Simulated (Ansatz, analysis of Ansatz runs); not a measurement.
# Interstitial H in hcp Zr, hop from a tetrahedral to the next octahedral site: migration barrier against experiment, part 2 of 2

Aim: the migration barrier of interstitial H in hcp Zr, hop from a tetrahedral to the next octahedral site, to be set beside the measurement. Set-up: PBE, 36-site cell, PBE lattice, 350 eV, k: 3x3x3 Gamma-centred. The model is a cell of 36 host atoms with 1 H put in. The barrier is the energy of the highest image of a climbing band over the relaxed site that the atom leaves. This set-up takes another basis size than the usual one.

Ansatz 0.2.0; PBE, 36-site cell, PBE lattice, 350 eV, k: 3x3x3 Gamma-centred.

So far: The starting structure; Relaxation, charge 0.

## (3) Nudged elastic band

A band of images joins the two ends; its highest image climbs to the saddle, whose energy over the site left is the barrier.

This step: plane-wave PAW DFT, PBE; nudged elastic band between two relaxed defect structures at fixed charge.

neb/input.yaml reads:

```yaml
crystal:
  lattice:
    - [9.70328025, 0.0, 0.0]
    - [-4.85164013, 8.4032872, 0.0]
    - [0.0, 0.0, 10.3362544]
  atoms:
    - { symbol: Zr, position: [0.11054525, 0.221174809, 0.124711264] }
    - { symbol: Zr, position: [0.221759629, 0.110185924, 0.374355235] }
    - { symbol: Zr, position: [0.110267343, 0.222599575, 0.625782427] }
    - { symbol: Zr, position: [0.222610023, 0.111886712, 0.873984722] }
    - { symbol: Zr, position: [0.11054525, 0.556037107, 0.124711264] }
    - { symbol: Zr, position: [0.217858649, 0.442262658, 0.371427367] }
    - { symbol: Zr, position: [0.110267343, 0.554334435, 0.625782427] }
    - { symbol: Zr, position: [0.219508642, 0.443087654, 0.875580842] }
    - { symbol: Zr, position: [0.111111111, 0.888888889, 0.123771863] }
    - { symbol: Zr, position: [0.221759629, 0.778240371, 0.374355235] }
    - { symbol: Zr, position: [0.111111111, 0.888888889, 0.6242451] }
    - { symbol: Zr, position: [0.222610023, 0.777389977, 0.873984722] }
    - { symbol: Zr, position: [0.443962893, 0.221174809, 0.124711264] }
    - { symbol: Zr, position: [0.555112172, 0.11088942, 0.375774551] }
    - { symbol: Zr, position: [0.445665565, 0.222599575, 0.625782427] }
    - { symbol: Zr, position: [0.555784409, 0.111225538, 0.876070965] }
    - { symbol: Zr, position: [0.444444444, 0.555555556, 0.121279524] }
    - { symbol: Zr, position: [0.557737342, 0.442262658, 0.371427367] }
    - { symbol: Zr, position: [0.444444444, 0.555555556, 0.632616315] }
    - { symbol: Zr, position: [0.556912346, 0.443087654, 0.875580842] }
    - { symbol: Zr, position: [0.443962893, 0.88945475, 0.124711264] }
    - { symbol: Zr, position: [0.557737342, 0.782141351, 0.371427367] }
    - { symbol: Zr, position: [0.445665565, 0.889732657, 0.625782427] }
    - { symbol: Zr, position: [0.556912346, 0.780491358, 0.875580842] }
    - { symbol: Zr, position: [0.777777778, 0.222222222, 0.128654721] }
    - { symbol: Zr, position: [0.88911058, 0.11088942, 0.375774551] }
    - { symbol: Zr, position: [0.777777778, 0.222222222, 0.626522971] }
    - { symbol: Zr, position: [0.888774462, 0.111225538, 0.876070965] }
    - { symbol: Zr, position: [0.778825191, 0.556037107, 0.124711264] }
    - { symbol: Zr, position: [0.88911058, 0.444887828, 0.375774551] }
    - { symbol: Zr, position: [0.777400425, 0.554334435, 0.625782427] }
    - { symbol: Zr, position: [0.888774462, 0.444215591, 0.876070965] }
    - { symbol: Zr, position: [0.778825191, 0.88945475, 0.124711264] }
    - { symbol: Zr, position: [0.889814076, 0.778240371, 0.374355235] }
    - { symbol: Zr, position: [0.777400425, 0.889732657, 0.625782427] }
    - { symbol: Zr, position: [0.888113288, 0.777389977, 0.873984722] }
    - { symbol: H, position: [0.444444444, 0.555555556, 0.435866312] }
basis:
  ecutwfc: 350
  xc_grid: 2
hamiltonian:
  xc: pbe
kpoints:
  mp_grid: { grid: [3, 3, 3] }
scf:
  occupations: { method: methfessel_paxton, width: 0.1 }
  max_iter: 120
output:
  forces: true
neb:
  images: 3
  f_tol: 0.04
  climbing: true
  initial_path: idpp
  max_iterations: 45
  order_check: false
  final_atoms:
    - { symbol: Zr, position: [0.111769351, 0.222622527, 0.125686901] }
    - { symbol: Zr, position: [0.220263378, 0.107193424, 0.37541619] }
    - { symbol: Zr, position: [0.107145967, 0.220310835, 0.62544061] }
[... 2 atom lines left out ...]
    - { symbol: Zr, position: [0.220263378, 0.446545658, 0.37541619] }
    - { symbol: Zr, position: [0.110783232, 0.556025804, 0.625680275] }
[... 7 atom lines left out ...]
    - { symbol: Zr, position: [0.446498201, 0.220310835, 0.62544061] }
[... 1 atom line left out ...]
    - { symbol: Zr, position: [0.444186509, 0.555039685, 0.125686901] }
    - { symbol: Zr, position: [0.559615613, 0.446545658, 0.37541619] }
    - { symbol: Zr, position: [0.446498201, 0.559663069, 0.62544061] }
[... 2 atom lines left out ...]
    - { symbol: Zr, position: [0.555978348, 0.778623362, 0.375176525] }
    - { symbol: Zr, position: [0.445022705, 0.889249204, 0.626416363] }
[... 7 atom lines left out ...]
    - { symbol: Zr, position: [0.778575906, 0.556025804, 0.625680275] }
[... 3 atom lines left out ...]
    - { symbol: Zr, position: [0.777559832, 0.889249204, 0.626416363] }
[... 1 atom line left out ...]
    - { symbol: H, position: [0.33338079, 0.333428246, 0.5004284] }
```

Launch:

```sh
$ ansatz run input.yaml --threads 4 --pin off --max-ram 7536MiB --backend cpu --events-out ev --progress --plain --runs-dir out
```

Numbers of over 12 decimals in the logs are rounded to 6 here.

What it wrote:

```text
[...]
Warning: neb: disabling space-group detection — the band's intermediate images generally break the endpoint symmetry, so no spatial operation reduces the k-mesh or symmetrises the density, except that a semilocal band can use its path's symmetry ahead of [...]
[...]
NEB image 0
Crystal: 37 atoms, lattice volume = 842.813 Å³
Basis set: ecut = 350 eV, 12553 PW (Γ), exchange–correlation on 120×120×128 points (8 copies of the dense FFT grid, shifted against one another)
Bands: 260, of which v1, the nominal top of the filled ones, is band 217 counted from 1 (216 counted from 0)
Symmetry: 1 space group operations
k-points: 14 of 27 (time reversal used)
[...]
SCF iter   1: F=—  HF=-150634.469252 eV  |F-HF|=—  |Δ(HF+E_count)|=         —  Δρ=4.22e-3  dr2=6.02e-1  ethr=1.77e-3  ⟨swp⟩=6.6  Hψ=13787  notcnv=0
[...]
SCF iter   8: F=-150634.457828 eV  HF=-150634.457828 eV  |F-HF|=1.86e-8  |Δ(HF+E_count)|=   1.34e-7  S|Δr|=    0.00e0  Δρ=1.58e-6  dr2=3.59e-8  ethr=2.31e-11  ⟨swp⟩=3.2  Hψ=13392  notcnv=0
SCF 1 converged in 8 iterations: F = -150634.457828 eV  dr2 = 3.59e-8
[...]
NSCF: frozen V_eff on 14 k-points
NEB image 4
SCF iter   1: F=—  HF=-150634.382130 eV  |F-HF|=—  |Δ(HF+E_count)|=         —  Δρ=3.86e-3  dr2=4.17e-1  ethr=1.77e-3  ⟨swp⟩=6.9  Hψ=13876  notcnv=0
[...]
SCF iter   8: F=-150634.383216 eV  HF=-150634.383216 eV  |F-HF|=6.52e-9  |Δ(HF+E_count)|=   3.71e-8  S|Δr|=    0.00e0  Δρ=1.31e-6  dr2=1.84e-8  ethr=2.31e-11  ⟨swp⟩=2.6  Hψ=10799  notcnv=0
SCF 2 converged in 8 iterations: F = -150634.383216 eV  dr2 = 1.84e-8
[...]
NEB end point (image 0): max|allowed force component| = 1.045e-2 eV/Å (the criterion of neb.relax_end_points is 1.000e-2)
NEB end point (image 4): max|allowed force component| = 1.031e-2 eV/Å (the criterion of neb.relax_end_points is 1.000e-2)
NEB image 1
SCF iter   1: F=—  HF=-150634.059766 eV  |F-HF|=—  |Δ(HF+E_count)|=         —  Δρ=3.95e-3  dr2=3.14e-1  ethr=1.77e-3  ⟨swp⟩=6.8  Hψ=14118  notcnv=0
[...]
SCF iter   8: F=-150634.060128 eV  HF=-150634.060128 eV  |F-HF|=1.27e-8  |Δ(HF+E_count)|=   1.06e-7  S|Δr|=    0.00e0  Δρ=1.63e-6  dr2=3.20e-8  ethr=2.31e-11  ⟨swp⟩=3.4  Hψ=12500  notcnv=0
SCF 3 converged in 8 iterations: F = -150634.060128 eV  dr2 = 3.20e-8
NEB image 2
SCF iter   1: F=—  HF=-150633.809260 eV  |F-HF|=—  |Δ(HF+E_count)|=         —  Δρ=3.65e-3  dr2=1.61e-1  ethr=1.77e-3  ⟨swp⟩=7.0  Hψ=14063  notcnv=0
[...]
SCF iter   8: F=-150633.823764 eV  HF=-150633.823764 eV  |F-HF|=1.79e-8  |Δ(HF+E_count)|=   1.24e-7  S|Δr|=    0.00e0  Δρ=1.45e-6  dr2=3.20e-8  ethr=2.31e-11  ⟨swp⟩=3.5  Hψ=12583  notcnv=0
SCF 4 converged in 8 iterations: F = -150633.823764 eV  dr2 = 3.20e-8
NEB image 3
SCF iter   1: F=—  HF=-150634.106503 eV  |F-HF|=—  |Δ(HF+E_count)|=         —  Δρ=3.66e-3  dr2=2.20e-1  ethr=1.77e-3  ⟨swp⟩=7.0  Hψ=14066  notcnv=0
[...]
SCF iter   8: F=-150634.117586 eV  HF=-150634.117586 eV  |F-HF|=1.18e-8  |Δ(HF+E_count)|=   6.24e-8  S|Δr|=    0.00e0  Δρ=1.50e-6  dr2=2.75e-8  ethr=2.31e-11  ⟨swp⟩=2.6  Hψ=11145  notcnv=0
SCF 5 converged in 8 iterations: F = -150634.117586 eV  dr2 = 2.75e-8
NEB iter   1: max|band force component| = 1.039e0 eV/Å  barrier→ = 0.6341 eV  barrier← = 0.5595 eV  Δτ_max = 0.1911 Å  (40 SCF iters)
NEB image 1
[...]
iter 1 solved again at ethr=3.38e-4 eV; its pass at ethr=3.10e-3 eV (dr2=1.46e0 eV) is discarded
[...]
SCF iter   8: F=-150634.035769 eV  HF=-150634.035769 eV  |F-HF|=3.88e-8  |Δ(HF+E_count)|=   2.62e-7  S|Δr|=    0.00e0  Δρ=2.20e-6  dr2=7.01e-8  ethr=2.31e-11  ⟨swp⟩=3.0  Hψ=12299  notcnv=0
SCF 6 converged in 8 iterations: F = -150634.035769 eV  dr2 = 7.01e-8
NEB image 2
[...]
SCF iter   9: F=-150633.853313 eV  HF=-150633.853313 eV  |F-HF|=3.96e-8  |Δ(HF+E_count)|=   3.75e-9  S|Δr|=    0.00e0  Δρ=1.16e-6  dr2=4.51e-8  ethr=2.31e-11  ⟨swp⟩=3.1  Hψ=9806  notcnv=0
SCF 7 converged in 9 iterations: F = -150633.853313 eV  dr2 = 4.51e-8
NEB image 3
[...]
SCF iter   1: F=—  HF=-150634.276605 eV  |F-HF|=—  |Δ(HF+E_count)|=         —  Δρ=5.67e-3  dr2=1.61e0  ethr=3.12e-4  ⟨swp⟩=1.4  Hψ=14041  notcnv=0
eigensolver tolerance schedule calibrated: the retry pair's looser diagonalisation under-reported the residual by θ = 0.16 (0.16/decade); [...]
SCF iter   2: F=—  HF=-150634.151480 eV  |F-HF|=—  |Δ(HF+E_count)|=   1.25e-1  S|Δr|=    0.00e0  Δρ=2.61e-3  dr2=1.60e-1  ethr=1.45e-4  ⟨swp⟩=2.0  Hψ=4663  notcnv=0
[...]
SCF iter   8: F=-150634.118244 eV  HF=-150634.118244 eV  |F-HF|=3.63e-8  |Δ(HF+E_count)|=   3.00e-7  S|Δr|=    0.00e0  Δρ=2.06e-6  dr2=6.36e-8  ethr=9.03e-12  ⟨swp⟩=2.9  Hψ=11514  notcnv=0
SCF 8 converged in 8 iterations: F = -150634.118244 eV  dr2 = 6.36e-8
NEB iter   2: max|band force component| = 1.639e0 eV/Å  barrier→ = 0.6045 eV  barrier← = 0.5299 eV  Δτ_max = 0.0955 Å  (25 SCF iters)
NEB image 1
[...]
SCF iter   8: F=-150634.184720 eV  HF=-150634.184720 eV  |F-HF|=3.27e-8  |Δ(HF+E_count)|=   1.38e-7  S|Δr|=    0.00e0  Δρ=1.58e-6  dr2=4.73e-8  ethr=2.31e-11  ⟨swp⟩=2.9  Hψ=11456  notcnv=0
SCF 9 converged in 8 iterations: F = -150634.184720 eV  dr2 = 4.73e-8
NEB image 2
[...]
SCF iter   8: F=-150634.008866 eV  HF=-150634.008866 eV  |F-HF|=4.47e-8  |Δ(HF+E_count)|=   1.47e-7  S|Δr|=    0.00e0  Δρ=1.66e-6  dr2=6.05e-8  ethr=2.31e-11  ⟨swp⟩=2.6  Hψ=11405  notcnv=0
SCF 10 converged in 8 iterations: F = -150634.008866 eV  dr2 = 6.05e-8
NEB image 3
[...]
SCF iter   8: F=-150634.202444 eV  HF=-150634.202444 eV  |F-HF|=8.01e-8  |Δ(HF+E_count)|=   9.22e-8  S|Δr|=    0.00e0  Δρ=1.57e-6  dr2=9.12e-8  ethr=2.31e-11  ⟨swp⟩=2.6  Hψ=11659  notcnv=0
SCF 11 converged in 8 iterations: F = -150634.202444 eV  dr2 = 9.12e-8
NEB iter   3: max|band force component| = 2.378e-1 eV/Å  barrier→ = 0.4490 eV  barrier← = 0.3743 eV  CI = image 2  Δτ_max = 0.0771 Å  (24 SCF iters)
[...]
NEB iter   4: max|band force component| = 1.071e-1 eV/Å  barrier→ = 0.4397 eV  barrier← = 0.3651 eV  CI = image 2  Δτ_max = 0.0508 Å  (20 SCF iters)
[...]
NEB iter   5: max|band force component| = 9.405e-2 eV/Å  barrier→ = 0.4333 eV  barrier← = 0.3587 eV  CI = image 2  Δτ_max = 0.0555 Å  (19 SCF iters)
[...]
NEB iter   6: max|band force component| = 5.802e-2 eV/Å  barrier→ = 0.4291 eV  barrier← = 0.3545 eV  CI = image 2  Δτ_max = 0.0408 Å  (19 SCF iters)
NEB image 1
[...]
SCF iter   6: F=-150634.229454 eV  HF=-150634.229454 eV  |F-HF|=2.32e-8  |Δ(HF+E_count)|=   1.21e-7  S|Δr|=    0.00e0  Δρ=1.67e-6  dr2=3.98e-8  ethr=2.31e-11  ⟨swp⟩=2.9  Hψ=12385  notcnv=0
SCF 21 converged in 6 iterations: F = -150634.229454 eV  dr2 = 3.98e-8
NEB image 2
[...]
SCF iter   6: F=-150634.031047 eV  HF=-150634.031047 eV  |F-HF|=5.59e-8  |Δ(HF+E_count)|=   2.30e-7  S|Δr|=    0.00e0  Δρ=2.24e-6  dr2=8.54e-8  ethr=2.31e-11  ⟨swp⟩=3.0  Hψ=11950  notcnv=0
SCF 22 converged in 6 iterations: F = -150634.031047 eV  dr2 = 8.54e-8
NEB image 3
[...]
SCF iter   7: F=-150634.203628 eV  HF=-150634.203628 eV  |F-HF|=2.66e-8  |Δ(HF+E_count)|=   7.80e-9  S|Δr|=    0.00e0  Δρ=1.00e-6  dr2=3.07e-8  ethr=2.31e-11  ⟨swp⟩=3.2  Hψ=9873  notcnv=0
SCF 23 converged in 7 iterations: F = -150634.203628 eV  dr2 = 3.07e-8
NEB image 1
[...]
NEB image 3
[...]
NEB image 2
[...]
NEB iter   7: max|band force component| = 2.751e-2 eV/Å  barrier→ = 0.4268 eV  barrier← = 0.3522 eV  CI = image 2  Δτ_max = 0.0000 Å  (19 SCF iters)
SCF converged after 6 iterations
[...]
Free energy (F): -150634.031047 eV
[...]
Internal energy: -150634.041879 eV  (E = F + TS)
E sigma→0 (E₀):  -150634.033755 eV
Entropy (-TS):   0.010832 eV (0.293 meV/atom)
Fermi energy:    13.941924 eV
[...]
--- Forces (eV/Å), atoms counted from 1 ---
  atom   1  Zr    -0.01173601     0.00214405    -0.00597219
  atom   2  Zr    -0.00096943     0.01473261     0.00305058
  atom   3  Zr     0.00459887     0.00342478    -0.00382432
  [... 2 atoms left out ...]
  atom   6  Zr    -0.00798451    -0.00676763    -0.00085334
  atom   7  Zr    -0.00458031     0.00031928    -0.00402304
  [... 9 atoms left out ...]
  atom  17  Zr    -0.00064490    -0.01994750    -0.01284273
  atom  18  Zr     0.01297144    -0.00610036    -0.00101773
  atom  19  Zr     0.00209236     0.01080621     0.00751869
  [... 2 atoms left out ...]
  atom  22  Zr    -0.00091831    -0.00806449     0.01007970
  atom  23  Zr     0.00796938     0.00289404     0.00238664
  [... 11 atoms left out ...]
  atom  35  Zr    -0.00771077     0.00182395     0.00263539
  [... 1 atom left out ...]
  atom  37  H     -0.00334339    -0.00656881    -0.00511521
  max |Σ_I F_I| component: 1.54e-5 eV/Å
--- Band table (eV; the first three rows and the last of 14) ---
[...]
[... further k-points left out ...]
this run last wrote the band of iteration 7 to <dir>
--- NEB band (5 images, 7 band iterations, 166 SCF iterations) ---
  forward barrier  = 0.426781 eV
  backward barrier = 0.352169 eV
  lagrangian_above_aufbau_ev (what the smearing adds, to first order; not taken off the barriers): saddle image -0.008671 eV, end points -0.004029 and +0.000971 eV
  climbing image's point = of an order that was not read
  energies are F+E_penalty+E_count in eV, relative to image 0
  image     s (Å)  Δ vs image 0  max|band force component| (eV/Å)
      0    0.0000      0.000000                                 —
      1    0.4834      0.228375                          1.657e-2
  *   2    0.9668      0.426781                          1.999e-2
      3    1.5105      0.254200                          2.751e-2
      4    2.0543      0.074612                                 —
  climbing-image geometry (image 2):
  cell:  # Å, volume = 842.8125 Å³
    - [9.70328025, 0.0, 0.0]
    - [-4.85164013, 8.4032872, 0.0]
    - [0.0, 0.0, 10.3362544]
  atoms:
    - { symbol: Zr, position: [0.112511, 0.223578, 0.125651] }
    - { symbol: Zr, position: [0.216462, 0.099382, 0.372580] }
    - { symbol: Zr, position: [0.108323, 0.218362, 0.627010] }
    - { symbol: Zr, position: [0.221531, 0.109758, 0.875044] }
    - { symbol: Zr, position: [0.112094, 0.557133, 0.123044] }
    - { symbol: Zr, position: [0.218526, 0.441176, 0.371677] }
    - { symbol: Zr, position: [0.110195, 0.553218, 0.625148] }
    - { symbol: Zr, position: [0.221143, 0.443023, 0.875089] }
    - { symbol: Zr, position: [0.110046, 0.886910, 0.122800] }
    - { symbol: Zr, position: [0.221093, 0.774131, 0.373863] }
    - { symbol: Zr, position: [0.109687, 0.885929, 0.623743] }
    - { symbol: Zr, position: [0.223265, 0.777211, 0.872862] }
    - { symbol: Zr, position: [0.444434, 0.223495, 0.125525] }
    - { symbol: Zr, position: [0.555231, 0.110369, 0.376094] }
    - { symbol: Zr, position: [0.443707, 0.218175, 0.627138] }
    - { symbol: Zr, position: [0.556564, 0.112376, 0.876538] }
    - { symbol: Zr, position: [0.445100, 0.556932, 0.125195] }
    - { symbol: Zr, position: [0.555411, 0.440829, 0.371692] }
    - { symbol: Zr, position: [0.450383, 0.567401, 0.634794] }
    - { symbol: Zr, position: [0.555289, 0.443099, 0.875043] }
    - { symbol: Zr, position: [0.444218, 0.892310, 0.125491] }
    - { symbol: Zr, position: [0.556725, 0.780020, 0.371152] }
    - { symbol: Zr, position: [0.446510, 0.889812, 0.626102] }
    - { symbol: Zr, position: [0.558131, 0.782975, 0.879220] }
    - { symbol: Zr, position: [0.779075, 0.224836, 0.127456] }
    - { symbol: Zr, position: [0.888439, 0.110320, 0.376076] }
    - { symbol: Zr, position: [0.777773, 0.221902, 0.626000] }
    - { symbol: Zr, position: [0.889517, 0.112599, 0.876544] }
    - { symbol: Zr, position: [0.778203, 0.557164, 0.123143] }
    - { symbol: Zr, position: [0.888938, 0.444686, 0.374073] }
    - { symbol: Zr, position: [0.776356, 0.553198, 0.625015] }
    - { symbol: Zr, position: [0.889169, 0.445237, 0.874861] }
    - { symbol: Zr, position: [0.781377, 0.892359, 0.125385] }
    - { symbol: Zr, position: [0.886216, 0.774263, 0.373892] }
    - { symbol: Zr, position: [0.776815, 0.889923, 0.626199] }
    - { symbol: Zr, position: [0.887289, 0.777039, 0.872855] }
    - { symbol: H, position: [0.394019, 0.455070, 0.472684] }
```

Elapsed: 24 min, on 4 threads of Intel Xeon Platinum 8488C (Sapphire Rapids), shared host; peak memory 7.1 GiB; 1.6 h of CPU time.

The column dr2 measures how far the density is from self-consistency, as an energy; F and HF (Harris–Foulkes) agree once it is small.

Images along the path:

```csv
image,path (Å),energy (eV),"H37: x, y, z (Å)"
0,0.000,0.0000,"1.617, 4.668, 4.505"
1,0.483,0.2284,"1.616, 4.261, 4.704"
2,0.967,0.4268,"1.615, 3.824, 4.886"
3,1.511,0.2542,"1.610, 3.321, 5.080"
4,2.054,0.0746,"1.617, 2.802, 5.173"
```

Read from the output:

```yaml
free_energy: -150634.0310 eV
smearing_term_ts: -0.01083 eV
barrier_forward: 0.4268 eV
barrier_backward: 0.3522 eV
```

## (4) Summary of results

```json
{
  "migration barrier (saddle less minimum)": "0.43 eV",
  "energy difference of the two ends": "0.07 eV",
  "length of the hop": "1.98 Å",
  "time of the whole chain": "27 min on 4 threads"
}
```

In words: Migration barrier: computed 0.43 eV, measured 0.427 eV; equal to the digits shown. The measured number is an Arrhenius activation energy of long-range diffusion; for H it holds zero-point energy, and trapping at vacancies and dislocations can raise it. One hop between neighbouring sites is computed at the host's lattice. Limits: the cell was relaxed at this lower cutoff, where the basis error moves the lattice constant.

[Logs are printed without paths, hosts, clocks, repeated set-up lines and the standing remarks that a program may print on its own settings, such as how far it seeks lower states.]

[Hosts, paths, dates, database ids (printed as entryN), source tags and the programs' standing remarks are cut or masked in the printed files.]

[For some hosts the program warned that the k-mesh of the response run may be too coarse for force constants and the static dielectric constant; such warnings are not shown here.]
